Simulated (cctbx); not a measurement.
# LiEuHfSnO6 across an absorption edge

Space group F-43m (no. 216), a = 7.7910 Å, b = 7.7910 Å, c = 7.7910 Å, α = 90.00°, β = 90.00°, γ = 90.00°.

```
atom  mult.    x    y       z  Ueq (Å²)
 Hf1      4    0    0       0    0.0037
 Eu1      4  1/4  1/4     3/4    0.0037
 Sn1      4  1/2    0       0    0.0041
  O1     24  1/2    0  0.7490    0.0119
 Li1      4  1/4  1/4     1/4    0.0157
```

The model is made up (kin elements in a known structure type, no relaxation), so it says nothing on whether the phase exists.

Calculated with cctbx: free-atom f′ and f″ from the Sasaki tables, no fine structure; amplitudes in electrons.

```
E (eV)  F 1 3 1  F 0 4 2  F 4 4 0  F 2 4 4
  6377    183.8    213.0    501.5    181.0
  6727    175.0    219.8    493.0    187.6
  6857    168.6    225.8    486.4    193.4
  6917    162.8    231.7    480.2    199.1
  6947    157.6    237.1    474.6    204.4
  6962    152.4    242.9    468.8    210.1
  6969    147.7    248.1    463.6    215.1
  6973    142.8    253.7    458.0    220.6
  6981    157.9    252.6    461.2    219.2
  6985    162.9    246.1    467.4    212.8
  6992    167.4    240.4    472.9    207.2
  7007    172.2    234.1    478.9    201.1
  7037    176.5    228.4    484.2    195.5
  7127    182.5    220.0    491.6    187.2
  7377    184.7    214.0    495.2    181.4
```

**Question.** Which edge is crossed, and why do the reflections move as they do?

The L3 edge of Eu. The edge is at 6977 eV. f′ of Eu falls from -11.9 e at 6857 eV to -19.2 e at 4 eV below it, and f″ steps from 3.62 to 10.62 e across it. Over that approach |F| changes by -15 % (1 3 1), +12 % (0 4 2), -6 % (4 4 0) and +14 % (2 4 4): a reflection falls where Eu scatters in phase with the total and rises where it scatters against it; it hardly moves where the Eu term is small or cancels by symmetry or lies in quadrature to the total. The f″ term interferes with the normal scattering with opposite sign for the two Friedel mates. The largest Friedel difference in the scan is 30.3 % of the mean (1 3 1, at 6981 eV).

[Logs are printed without paths, hosts, clocks, repeated set-up lines and the standing remarks that a program may print on its own settings, such as how far it seeks lower states.]
